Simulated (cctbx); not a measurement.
# Accept or mend?

Cell a = 14.0270 Å, b = 3.9520 Å, c = 10.1640 Å, α = 90.00°, β = 107.16°, γ = 90.00°; space group C2/m (no. 12). The compound is La3Cu2.

Simulated single-crystal data (cctbx): Mo Kα, λ = 0.71073 Å, to d = 0.75 Å, 50 % of the full sphere, strongest reflection 20000 counts, noise from counting, a 3 % proportional error and a noise floor of 4 counts (s.d.); no absorption.

An anisotropic refinement with weights 1/σ² prints:

```text
Rint 0.025, 684 unique reflections to 0.75 A
cycle     R1     wR2    GooF  max shift (A)
   1  0.0317  0.0789   1.823   0.00244
   2  0.0179  0.0413   0.954   0.00000
final R1 0.0179 wR2 0.0413 GooF 0.954  parameters 30  data/parameter 22.8
atom        x        y        z      Ueq    occ   su(xyz)  su(Uiso or U11)
La1    0.59980  0.50000  0.67269   0.0112  1.000  0.00004  0.0002
La2    0.64043  0.00000  0.36027   0.0057  1.000  0.00003  0.0002
La3    0.63110  0.00000  0.99140   0.0093  1.000  0.00004  0.0002
Cu1    0.75780  0.00000  0.77123   0.0110  1.000  0.00008  0.0004
Cu2    0.96605  0.00000  0.85744   0.0093  1.000  0.00008  0.0004
difference map: max 1.06 min -1.14 rms 0.26
Q1    0.0261  0.0000  0.5299    4    1.07  1.51 A from La1
Q2    0.0872  0.0000  0.1702    4    1.06  0.72 A from Cu2
Q3    0.0894  0.0000  0.0894    4    1.04  1.07 A from Cu2
Q4    0.0987  0.2067  0.6945    8    1.03  0.85 A from La1
Q5    0.1806  0.5000  0.5361    4    0.97  1.71 A from La2
Q6    0.2109  0.5000  0.2993    4    0.95  1.31 A from La2
```

Q: Accept it or mend it, and why?

It can stand. The set-up had a fault (anomalous dispersion left out), but the figures of merit move little: R1 = 0.0179, wR2 = 0.0413, GooF = 0.95 against R1 = 0.0178, wR2 = 0.0413, GooF = 0.95 for the right model.

The compound is La3Cu2. The right model at the same level gives:

```text
Rint 0.025, 684 unique reflections to 0.75 A
cycle     R1     wR2    GooF  max shift (A)
   1  0.0296  0.0741   1.713   0.00231
   2  0.0178  0.0413   0.954   0.00000
final R1 0.0178 wR2 0.0413 GooF 0.954  parameters 30  data/parameter 22.8
atom        x        y        z      Ueq    occ   su(xyz)  su(Uiso or U11)
La1    0.59980  0.50000  0.67267   0.0109  1.000  0.00004  0.0002
La2    0.64044  0.00000  0.36028   0.0053  1.000  0.00003  0.0002
La3    0.63110  0.00000  0.99140   0.0090  1.000  0.00004  0.0002
Cu1    0.75781  0.00000  0.77125   0.0125  1.000  0.00008  0.0004
Cu2    0.96605  0.00000  0.85745   0.0108  1.000  0.00008  0.0004
difference map: max 1.08 min -1.08 rms 0.26
Q1    0.0896  0.0000  0.0893    4    1.11  1.07 A from Cu2
Q2    0.0986  0.2048  0.6945    8    1.05  0.84 A from La1
Q3    0.0262  0.0000  0.5310    4    1.03  1.50 A from La1
Q4    0.1812  0.5000  0.5360    4    0.98  1.71 A from La2
Q5    0.2109  0.5000  0.2968    4    0.95  1.33 A from La2
Q6    0.0927  0.0000  0.1713    4    0.92  0.79 A from Cu2
```

The model was made for the exercise: a known structure type with other elements put in, its volume estimated, not relaxed; displacement parameters are assumed.

[Middle refinement cycles are left out of these outputs.]

[Logs are printed without paths, hosts, clocks, repeated set-up lines and the standing remarks that a program may print on its own settings, such as how far it seeks lower states.]
